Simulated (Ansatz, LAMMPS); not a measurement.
## As in place of Si at several sites of crystal/amorphous interface of Si with 5 % C on Si sites, (110) (192 atoms)

At which site of crystal/amorphous interface of Si with 5 % C on Si sites, (110) (192 atoms) does As in place of Si cost least, and what about the site decides it?

Main program and level: Ansatz 0.2.0; Kohn-Sham DFT, PBE, PAW (set soft_2), plane waves.

### Step 1. Starting point

The cell holds 192 atoms: 182 Si and 10 C. Its edges and angles: a = 10.864 Å, b = 15.364 Å, c = 23.297 Å, α = 90.0°, β = 90.0°, γ = 90.0°. It derives from Si and C (diamond Si). A 2 x 2 x 3 block of diamond Si (a = 5.432 Å), 5 % of Si replaced at random by C with its (110) planes normal to z; the lower 33 % held fixed, the rest melted at 3500 K for 10 ps and cooled to 500 K at 100 K/ps with the Tersoff potential (Tersoff, Phys. Rev. B 39, 5566 (1989)); then all atoms free for 10 ps at 500 K, the cell's length along z at zero stress. Regions: crystal, 64 atoms (62 Si and 2 C); amorphous, 128 atoms (120 Si and 8 C).

What the set-up can't give: The starting topology of bonds comes from the classical model, and needn't be the one that DFT or experiment would give. Sampling is at Γ alone, for a cell whose shortest periodic width is 11 Å.

### Step 2. Single point at the start

The forces at the start show how far the geometry lies from a minimum of this functional.

input.yaml

```yaml
crystal:
  lattice:
    - [10.864, 0.0, 0.0]
    - [0.0, 15.36402, 0.0]
    - [0.0, 0.0, 23.29738]
  atoms:
    - { symbol: Si, position: [0.24575, 0.19783, 0.05051] }
    - { symbol: Si, position: [0.3635, 0.18772, 0.13462] }
    - { symbol: Si, position: [0.51028, 0.55931, 0.13134] }
    - { symbol: Si, position: [0.62597, 0.5618, 0.22304] }
    - { symbol: Si, position: [0.47564, 0.31668, 0.14341] }
    - { symbol: Si, position: [0.61474, 0.31799, 0.2201] }
    - { symbol: Si, position: [0.22007, 0.19028, 0.21114] }
    - { symbol: Si, position: [0.36383, 0.19488, 0.29333] }
    - { symbol: Si, position: [0.24598, 0.43929, 0.21146] }
    - { symbol: Si, position: [0.33588, 0.44941, 0.3] }
    - { symbol: Si, position: [0.47704, 0.33071, 0.30055] }
    - { symbol: Si, position: [0.61068, 0.32591, 0.06631] }
    - { symbol: Si, position: [0.4817, 0.57627, 0.29943] }
    - { symbol: C, position: [0.61569, 0.56157, 0.06648] }
    - { symbol: Si, position: [0.23557, 0.44239, 0.05161] }
    - { symbol: Si, position: [0.37013, 0.44561, 0.12884] }
    - { symbol: Si, position: [0.24733, 0.68933, 0.05399] }
    - { symbol: Si, position: [0.38309, 0.69342, 0.13643] }
    - { symbol: Si, position: [0.49534, 0.0664, 0.13472] }
    - { symbol: Si, position: [0.61653, 0.06654, 0.21748] }
    - { symbol: Si, position: [0.50661, 0.81645, 0.13463] }
    - { symbol: Si, position: [0.62276, 0.82278, 0.21678] }
    - { symbol: Si, position: [0.23201, 0.69492, 0.21276] }
    - { symbol: Si, position: [0.35238, 0.70685, 0.2997] }
    - { symbol: Si, position: [0.2487, 0.94066, 0.22083] }
    - { symbol: Si, position: [0.37344, 0.94657, 0.30715] }
    - { symbol: Si, position: [0.48978, 0.82137, 0.30096] }
    - { symbol: Si, position: [0.62716, 0.8175, 0.04844] }
    - { symbol: Si, position: [0.4979, 0.07537, 0.29636] }
    - { symbol: Si, position: [0.61873, 0.05754, 0.0529] }
    - { symbol: Si, position: [0.26416, 0.93608, 0.05099] }
    - { symbol: Si, position: [0.37816, 0.9407, 0.13706] }
    [... 154 atom lines left out ...]
    - { symbol: Si, position: [0.0279, 0.83825, 0.95799] }
    - { symbol: Si, position: [0.91675, 0.76489, 0.672] }
    - { symbol: Si, position: [0.99978, 0.078, 0.96628] }
    - { symbol: Si, position: [0.20009, 0.88895, 0.90653] }
    - { symbol: Si, position: [0.12438, 0.55365, 0.72151] }
    - { symbol: Si, position: [0.79176, 0.96256, 0.48826] }
kpoints:
  mp_grid: { grid: [1, 1, 1] }
hamiltonian:
  xc: pbe
scf:
  occupations: { method: gaussian, width: 0.025 }
output:
  forces: true
```

On the command line:

```sh
> ansatz run input.yaml --threads 4 --pin off --max-ram 15872MiB --backend cpu --events-out ev --progress --plain --runs-dir out
```

What it wrote:

```text
[...]
Pseudopotentials: kind: paw
Pseudopotential: Si, paw, valence charge 4, recommended cutoff 420 eV (normal), Si.paw.azcp
Pseudopotential: C, paw, valence charge 4, recommended cutoff 420 eV (normal), C.paw.azcp
[... 5 lines on functional and potentials left out ...]
Crystal: 192 atoms, lattice volume = 3888.676 Å³
Basis set: ecut = 420 eV, 75979 PW (Γ), exchange–correlation on 150×216×320 points (8 copies of the dense FFT grid, shifted against one another)
Bands: 576, of which v1, the nominal top of the filled ones, is band 384 counted from 1 (383 counted from 0)
Symmetry: 1 space group operations
Space group: P1 (ITA 1), of the structure as read, at distance tolerance 1.6e-4 Å
k-points: 1
[... 5 lines on functional and potentials left out ...]
Initial density: superposition of atomic densities (neutral atoms: chi_scale 0, normalization atom), corrected by the library's trained network
Initial wavefunctions: pseudopotential atomic-orbital guess
[...]
SCF iter   1: F=—  HF=-118169.702835 eV  |F-HF|=—  |Δ(HF+E_count)|=         —  Δρ=4.45e-3  dr2=2.83e0  ethr=1.77e-3  ⟨swp⟩=6.0  Hψ=2670  notcnv=0  defer=102
preconditioner: auto → Kerker (q_TF=auto, 2.082 Å⁻¹)  [metal: Δε(μ)=0.006 eV  Ē_g=7.710 eV  σ=0.025 eV  W_gap=0.13  n_scr=598 (ndim 8)  ℏωp=16.5 eV  f_vac=0.004  D(μ)=89.20/eV (n_scr^D=560)]
[...]
SCF iter  12: F=—  HF=-118169.433510 eV  |F-HF|=—  |Δ(HF+E_count)|=   5.69e-8  Δρ=1.27e-6  dr2=2.36e-7  ethr=1.46e-10  ⟨swp⟩=2.0  Hψ=410  notcnv=0  defer=183
SCF iter  13: F=-118169.433510 eV  HF=-118169.433510 eV  |F-HF|=1.70e-8  |Δ(HF+E_count)|=   1.44e-8  Δρ=5.11e-7  dr2=3.55e-8  ethr=1.30e-11  ⟨swp⟩=4.0  Hψ=1350  notcnv=0
SCF 1 converged in 13 iterations: F = -118169.433510 eV  dr2 = 3.55e-8
[...]
SCF converged after 13 iterations
Free energy (F): -118169.433510 eV
Harris-Foulkes:  -118169.433510 eV  (|F-HF|=1.70e-8)
Internal energy: -118169.398746 eV  (E = F + TS)
E sigma→0 (E₀):  -118169.416128 eV
Entropy (-TS):   -0.034764 eV (-0.181 meV/atom)
Fermi energy:    5.916584 eV
--- Per-component energies (eV) ---
[...]
Σ components = -118169.433510   (vs F -118169.433510, Δ=0.00e0)
--- Forces (eV/Å), atoms counted from 1 ---
  atom   1  Si    -0.03096081    -1.47956746     0.84490645
  atom   2  Si    -0.25349529     0.39582093    -0.00503295
  atom   3  Si     0.20425378     1.02592520     1.06154320
  atom   4  Si    -0.94064639     0.97930470    -0.54789483
[...]
atom 192  Si    -0.57527348    -0.27187477    -1.28174162
  max |Σ_I F_I| component: 1.47e-5 eV/Å
```

Run time: 56 s. Hardware: 4 threads of Arm Neoverse V2, shared host; peak memory 5.2 GiB; 3.7 min of CPU time.

The column dr2 measures how far the density is from self-consistency, as an energy; F and HF (Harris–Foulkes) agree once it is small.

The r.m.s. force at the start is 0.66 eV/Å.

### Step 3. Relaxation

With the cell held, the atoms are moved downhill towards a nearby minimum.

input.yaml

```yaml
crystal:
  lattice:
    - [10.864, 0.0, 0.0]
    - [0.0, 15.36402, 0.0]
    - [0.0, 0.0, 23.29738]
  atoms:
    [... the 192 atom lines of step 2 ...]
kpoints:
  mp_grid: { grid: [1, 1, 1] }
hamiltonian:
  xc: pbe
scf:
  occupations: { method: gaussian, width: 0.025 }
output:
  forces: true
relax:
  f_tol: 0.05
  max_steps: 120
```

What it wrote:

```text
[...]
Crystal: 192 atoms, lattice volume = 3888.676 Å³
Basis set: ecut = 420 eV, 75979 PW (Γ), exchange–correlation on 150×216×320 points (8 copies of the dense FFT grid, shifted against one another)
Bands: 576, of which v1, the nominal top of the filled ones, is band 384 counted from 1 (383 counted from 0)
Symmetry: 1 space group operations
[...]
k-points: 1
[...]
SCF iter   1: F=—  HF=-118169.702834 eV  |F-HF|=—  |Δ(HF+E_count)|=         —  Δρ=4.45e-3  dr2=2.83e0  ethr=1.77e-3  ⟨swp⟩=6.0  Hψ=2670  notcnv=0  defer=102
[...]
SCF iter   8: F=—  HF=-118169.433506 eV  |F-HF|=—  |Δ(HF+E_count)|=   5.13e-6  Δρ=2.08e-5  dr2=1.60e-4  ethr=1.40e-7  ⟨swp⟩=2.0  Hψ=397  notcnv=0  defer=183
SCF iter   9: F=-118169.433486 eV  HF=-118169.433508 eV  |F-HF|=2.26e-5  |Δ(HF+E_count)|=   2.07e-6  Δρ=9.66e-6  dr2=2.83e-5  ethr=8.14e-9  ⟨swp⟩=2.0  Hψ=1585  notcnv=0
SCF 1 converged in 9 iterations: F = -118169.433486 eV  dr2 = 2.83e-5
[...]
relax step   1: F+E_penalty+E_count = -118169.43348576 eV  Δ(F+E_penalty+E_count) = +0.000e0 eV  max|allowed force component| = 2.007e0 eV/Å  Δτ_max = 0.0000 Å  (9 SCF iters, dr2 threshold 6.25e-5 eV, accepted)
[...]
relax step   2: F+E_penalty+E_count = -118177.37854660 eV  Δ(F+E_penalty+E_count) = -7.945e0 eV  max|allowed force component| = 1.295e0 eV/Å  Δτ_max = 0.1946 Å  (7 SCF iters, dr2 threshold 1.00e-4 eV, accepted)
[...]
relax step   3: F+E_penalty+E_count = -118180.04813746 eV  Δ(F+E_penalty+E_count) = -2.670e0 eV  max|allowed force component| = 7.792e-1 eV/Å  Δτ_max = 0.1950 Å  (7 SCF iters, dr2 threshold 1.00e-4 eV, accepted)
relax step   4: F+E_penalty+E_count = -118181.13181967 eV  Δ(F+E_penalty+E_count) = -1.084e0 eV  max|allowed force component| = 3.354e-1 eV/Å  Δτ_max = 0.1951 Å  (6 SCF iters, dr2 threshold 1.00e-4 eV, accepted)
relax step   5: F+E_penalty+E_count = -118181.98404178 eV  Δ(F+E_penalty+E_count) = -8.522e-1 eV  max|allowed force component| = 4.908e-1 eV/Å  Δτ_max = 0.1915 Å  (9 SCF iters, dr2 threshold 2.09e-5 eV, accepted)
relax step   6: F+E_penalty+E_count = -118182.36579596 eV  Δ(F+E_penalty+E_count) = -3.818e-1 eV  max|allowed force component| = 4.537e-1 eV/Å  Δτ_max = 0.2000 Å  (8 SCF iters, dr2 threshold 4.47e-5 eV, accepted)
relax step   7: F+E_penalty+E_count = -118182.74866839 eV  Δ(F+E_penalty+E_count) = -3.829e-1 eV  max|allowed force component| = 4.695e-1 eV/Å  Δτ_max = 0.1952 Å  (7 SCF iters, dr2 threshold 1.00e-4 eV, accepted)
relax step   8: F+E_penalty+E_count = -118183.13716517 eV  Δ(F+E_penalty+E_count) = -3.885e-1 eV  max|allowed force component| = 7.356e-1 eV/Å  Δτ_max = 0.1974 Å  (6 SCF iters, dr2 threshold 1.00e-4 eV, accepted)
relax step   9: F+E_penalty+E_count = -118183.56698585 eV  Δ(F+E_penalty+E_count) = -4.298e-1 eV  max|allowed force component| = 9.832e-1 eV/Å  Δτ_max = 0.1953 Å  (6 SCF iters, dr2 threshold 1.00e-4 eV, accepted)
relax step  10: F+E_penalty+E_count = -118184.02227100 eV  Δ(F+E_penalty+E_count) = -4.553e-1 eV  max|allowed force component| = 6.013e-1 eV/Å  Δτ_max = 0.1971 Å  (7 SCF iters, dr2 threshold 1.00e-4 eV, accepted)
relax step  11: F+E_penalty+E_count = -118184.24236321 eV  Δ(F+E_penalty+E_count) = -2.201e-1 eV  max|allowed force component| = 1.156e0 eV/Å  Δτ_max = 0.1922 Å  (7 SCF iters, dr2 threshold 1.00e-4 eV, accepted)
relax step  12: F+E_penalty+E_count = -118184.45534603 eV  Δ(F+E_penalty+E_count) = -2.130e-1 eV  max|allowed force component| = 5.310e-1 eV/Å  Δτ_max = 0.1950 Å  (6 SCF iters, dr2 threshold 1.00e-4 eV, accepted)
relax step  13: F+E_penalty+E_count = -118184.69032630 eV  Δ(F+E_penalty+E_count) = -2.350e-1 eV  max|allowed force component| = 4.820e-1 eV/Å  Δτ_max = 0.1954 Å  (7 SCF iters, dr2 threshold 5.94e-5 eV, accepted)
relax step  14: F+E_penalty+E_count = -118184.92238929 eV  Δ(F+E_penalty+E_count) = -2.321e-1 eV  max|allowed force component| = 1.925e-1 eV/Å  Δτ_max = 0.1988 Å  (9 SCF iters, dr2 threshold 4.90e-5 eV, accepted)
relax step  15: F+E_penalty+E_count = -118184.93676600 eV  Δ(F+E_penalty+E_count) = -1.438e-2 eV  max|allowed force component| = 7.615e-1 eV/Å  Δτ_max = 0.1501 Å  (8 SCF iters, dr2 threshold 5.91e-6 eV, accepted)
relax step  16: F+E_penalty+E_count = -118185.06364852 eV  Δ(F+E_penalty+E_count) = -1.269e-1 eV  max|allowed force component| = 3.131e-1 eV/Å  Δτ_max = 0.0650 Å  (6 SCF iters, dr2 threshold 9.25e-5 eV, accepted)
relax step  17: F+E_penalty+E_count = -118185.18225388 eV  Δ(F+E_penalty+E_count) = -1.186e-1 eV  max|allowed force component| = 1.727e-1 eV/Å  Δτ_max = 0.1501 Å  (6 SCF iters, dr2 threshold 1.66e-5 eV, accepted)
relax step  18: F+E_penalty+E_count = -118185.26485603 eV  Δ(F+E_penalty+E_count) = -8.260e-2 eV  max|allowed force component| = 1.580e-1 eV/Å  Δτ_max = 0.1929 Å  (7 SCF iters, dr2 threshold 5.04e-6 eV, accepted)
relax step  19: F+E_penalty+E_count = -118185.30958217 eV  Δ(F+E_penalty+E_count) = -4.473e-2 eV  max|allowed force component| = 1.546e-1 eV/Å  Δτ_max = 0.1955 Å  (7 SCF iters, dr2 threshold 7.59e-6 eV, accepted)
relax step  20: F+E_penalty+E_count = -118185.32961556 eV  Δ(F+E_penalty+E_count) = -2.003e-2 eV  max|allowed force component| = 1.890e-1 eV/Å  Δτ_max = 0.0658 Å  (6 SCF iters, dr2 threshold 2.00e-5 eV, accepted)
relax step  21: F+E_penalty+E_count = -118185.35902139 eV  Δ(F+E_penalty+E_count) = -2.941e-2 eV  max|allowed force component| = 2.038e-1 eV/Å  Δτ_max = 0.0888 Å  (6 SCF iters, dr2 threshold 3.42e-5 eV, accepted)
relax step  22: F+E_penalty+E_count = -118185.44171958 eV  Δ(F+E_penalty+E_count) = -8.270e-2 eV  max|allowed force component| = 3.806e-1 eV/Å  Δτ_max = 0.1953 Å  (6 SCF iters, dr2 threshold 4.15e-5 eV, accepted)
relax step  23: F+E_penalty+E_count = -118185.56225510 eV  Δ(F+E_penalty+E_count) = -1.205e-1 eV  max|allowed force component| = 3.341e-1 eV/Å  Δτ_max = 0.1699 Å  (6 SCF iters, dr2 threshold 1.00e-4 eV, accepted)
relax step  24: F+E_penalty+E_count = -118185.64949244 eV  Δ(F+E_penalty+E_count) = -8.724e-2 eV  max|allowed force component| = 9.626e-1 eV/Å  Δτ_max = 0.1923 Å  (6 SCF iters, dr2 threshold 8.60e-5 eV, accepted)
relax step  25: F+E_penalty+E_count = -118185.89536186 eV  Δ(F+E_penalty+E_count) = -2.459e-1 eV  max|allowed force component| = 5.910e-1 eV/Å  Δτ_max = 0.1937 Å  (6 SCF iters, dr2 threshold 1.00e-4 eV, accepted)
relax step  26: F+E_penalty+E_count = -118186.08623888 eV  Δ(F+E_penalty+E_count) = -1.909e-1 eV  max|allowed force component| = 3.600e-1 eV/Å  Δτ_max = 0.1957 Å  (6 SCF iters, dr2 threshold 1.00e-4 eV, accepted)
relax step  27: F+E_penalty+E_count = -118186.22274791 eV  Δ(F+E_penalty+E_count) = -1.365e-1 eV  max|allowed force component| = 1.923e-1 eV/Å  Δτ_max = 0.1921 Å  (6 SCF iters, dr2 threshold 4.81e-5 eV, accepted)
relax step  28: F+E_penalty+E_count = -118186.26616775 eV  Δ(F+E_penalty+E_count) = -4.342e-2 eV  max|allowed force component| = 1.942e-1 eV/Å  Δτ_max = 0.1785 Å  (6 SCF iters, dr2 threshold 1.06e-5 eV, accepted)
relax step  29: F+E_penalty+E_count = -118186.28465293 eV  Δ(F+E_penalty+E_count) = -1.849e-2 eV  max|allowed force component| = 6.829e-2 eV/Å  Δτ_max = 0.0355 Å  (6 SCF iters, dr2 threshold 1.08e-5 eV, accepted)
[...]
relax step  30: F+E_penalty+E_count = -118186.28950795 eV  Δ(F+E_penalty+E_count) = -4.855e-3 eV  max|allowed force component| = 4.138e-2 eV/Å  Δτ_max = 0.0258 Å  (7 SCF iters, accepted)
SCF converged after 7 iterations
Free energy (F): -118186.289508 eV
[...]
Internal energy: -118186.288247 eV  (E = F + TS)
E sigma→0 (E₀):  -118186.288877 eV
Entropy (-TS):   -0.001261 eV (-0.007 meV/atom)
Fermi energy:    5.893383 eV
[...]
Σ components = -118186.289508   (vs F -118186.289508, Δ=0.00e0)
--- Forces (eV/Å), atoms counted from 1 ---
  atom   1  Si     0.00535430     0.00096908     0.00153621
  atom   2  Si     0.00163141     0.00198496    -0.00428176
  atom   3  Si     0.00078752    -0.00162659     0.00119356
  atom   4  Si    -0.00008533     0.00389427     0.00043194
[...]
atom 192  Si    -0.00259708    -0.00130959     0.00117161
  max |Σ_I F_I| component: 4.83e-6 eV/Å
--- Relaxed structure (30 steps of the walk, 30 accepted, 0 SCFs on fresh bases) ---
  F+E_penalty+E_count = -118186.28950795 eV   max|allowed force component| = 4.138e-2 eV/Å
  atoms:
    - { symbol: Si, position: [0.252738, 0.192486, 0.050976] }
    - { symbol: Si, position: [0.374571, 0.196889, 0.134428] }
    - { symbol: Si, position: [0.513117, 0.566222, 0.128263] }
    - { symbol: Si, position: [0.617699, 0.570616, 0.218684] }
[...]
- { symbol: Si, position: [0.783432, 0.955088, 0.482281] }
```

The job ended after 20 min (4 threads; peak memory 5.2 GiB; 77 min of CPU time).

The relaxation converged after 30 steps, 16.9 eV below its start, with a largest force component of 0.041 eV/Å.

### Step 4. Single point at the relaxed geometry

The electronic structure is read at the final geometry, in a run of its own.

input.yaml

```yaml
crystal:
  lattice:
    - [10.864, 0.0, 0.0]
    - [0.0, 15.36402, 0.0]
    - [0.0, 0.0, 23.29738]
  atoms:
    - { symbol: Si, position: [0.25274, 0.19249, 0.05098] }
    - { symbol: Si, position: [0.37457, 0.19689, 0.13443] }
    - { symbol: Si, position: [0.51312, 0.56622, 0.12826] }
    - { symbol: Si, position: [0.6177, 0.57062, 0.21868] }
    - { symbol: Si, position: [0.50038, 0.3202, 0.13567] }
    - { symbol: Si, position: [0.61824, 0.32787, 0.21856] }
    [... 180 atom lines left out ...]
    - { symbol: Si, position: [0.03785, 0.84514, 0.95995] }
    - { symbol: Si, position: [0.90953, 0.7558, 0.68202] }
    - { symbol: Si, position: [0.99323, 0.08074, 0.97046] }
    - { symbol: Si, position: [0.19863, 0.90613, 0.90309] }
    - { symbol: Si, position: [0.11081, 0.55161, 0.71912] }
    - { symbol: Si, position: [0.78343, 0.95509, 0.48228] }
kpoints:
  mp_grid: { grid: [1, 1, 1] }
hamiltonian:
  xc: pbe
scf:
  occupations: { method: gaussian, width: 0.025 }
output:
  forces: true
  stress: true
  populations: true
  dos:
    method: { smearing: { sigma: 0.15 } }
    de: 0.1
    projected:
      site_lists:
        C: [C]
        Si: [Si]
        crystal: [0, 1, 2, 3, 4, 5, 6, 7, 8, 9, 10, 11, 12, 13, 14, 15, 16, 17, 18, 19, 20, 21, 22, 23, 24, 25, 26, 27, 28, 29, 30, 31, 32, 33, 34, 35, 36, 37, 38, 39, 40, 41, 42, 43, 44, 45, 46, 47, 48, 49, 50, 51, 52, 53, 54, 55, 56, 57, 58, 59, 60, 61, 62, 63]
  eigenvalues: true
  write_density: true
  write_potential: true
  volumetric_format: npy
```

What it wrote:

```text
[...]
Crystal: 192 atoms, lattice volume = 3888.676 Å³
Basis set: ecut = 420 eV, 75979 PW (Γ), exchange–correlation on 150×216×320 points (8 copies of the dense FFT grid, shifted against one another)
Bands: 576, of which v1, the nominal top of the filled ones, is band 384 counted from 1 (383 counted from 0)
Symmetry: 1 space group operations
[...]
k-points: 1
[...]
SCF iter   1: F=—  HF=-118186.517001 eV  |F-HF|=—  |Δ(HF+E_count)|=         —  Δρ=3.65e-3  dr2=2.08e0  ethr=1.77e-3  ⟨swp⟩=6.0  Hψ=2665  notcnv=0  defer=108
[...]
SCF iter  11: F=-118186.289492 eV  HF=-118186.289492 eV  |F-HF|=3.38e-9  |Δ(HF+E_count)|=   5.48e-8  Δρ=4.20e-7  dr2=1.56e-8  ethr=1.30e-11  ⟨swp⟩=23.0  Hψ=5541  notcnv=0
SCF 1 converged in 11 iterations: F = -118186.289492 eV  dr2 = 1.56e-8
[...]
SCF converged after 11 iterations
Free energy (F): -118186.289492 eV
[...]
Internal energy: -118186.288231 eV  (E = F + TS)
E sigma→0 (E₀):  -118186.288862 eV
Entropy (-TS):   -0.001260 eV (-0.007 meV/atom)
Fermi energy:    5.893363 eV
[...]
--- Forces (eV/Å), atoms counted from 1 ---
  atom   1  Si     0.00501243     0.00039416     0.00077891
  atom   2  Si     0.00219959     0.00162823    -0.00485882
  atom   3  Si    -0.00007826    -0.00104751     0.00172079
  atom   4  Si    -0.00055722     0.00355792     0.00162070
  atom   5  Si    -0.00160777    -0.00235280    -0.00525132
  atom   6  Si     0.00209939     0.00141909     0.00409369
  atom   7  Si    -0.00263082    -0.00170284     0.00493234
  atom   8  Si     0.00071240    -0.00241845    -0.00206116
  atom   9  Si     0.00061693     0.00042725     0.00040048
  atom  10  Si     0.00142964     0.00132641    -0.00647836
  atom  11  Si    -0.00146739    -0.00243946     0.00324536
  atom  12  Si    -0.00342562     0.00107009    -0.00238229
  atom  13  Si    -0.00103125     0.00008146    -0.00398748
  atom  14  C     -0.00018230     0.00349706    -0.00206279
[...]
atom 191  Si     0.00210461    -0.00154760     0.00062605
  atom 192  Si    -0.00210444    -0.00148613     0.00158052
  max |Σ_I F_I| component: 8.80e-6 eV/Å
--- Stress (GPa, compression-positive) ---
       -2.525701       1.206402       0.524888
        1.206402      -1.651468      -1.742690
        0.524889      -1.742690       0.043697
  P = ⅓ Tr σ = -1.3778 GPa (-13.778 kbar)
--- Band table (eV) ---
[...]
--- Löwdin populations: 192 sites ---
  site symbol       q [e]
     0     Si      3.9585
     1     Si      3.9575
     2     Si      3.6935
[...]
191     Si      3.6843
  spilling = 0.010625 (of n_electrons = 768.000000)
```

The job ended after 1.7 min (4 threads; peak memory 5.3 GiB).

Read from the output:

| Property | Result |
| --- | --- |
| free energy | -118186.2895 eV |
| free energy per atom | -615.5536 eV/atom |
| SCF cycles | 11 |
| pressure | -1.378 GPa |
| r.m.s. force component | 0.00574 eV/Å |
| longest force | 0.05017 eV/Å |
| Fermi energy | 5.893 eV |
| spacing of highest filled and lowest empty level | 0.0881 eV |
| spilling of the projection | 0.01063 |

[end of part 1 of 3]

[Long decimals in the printed logs are rounded to 6 places.]

[Logs are printed without paths, hosts, clocks, repeated set-up lines and the standing remarks that a program may print on its own settings, such as how far it seeks lower states.]

[Hosts, paths, dates, database ids (printed as entryN), source tags and the programs' standing remarks are cut or masked in the printed files.]
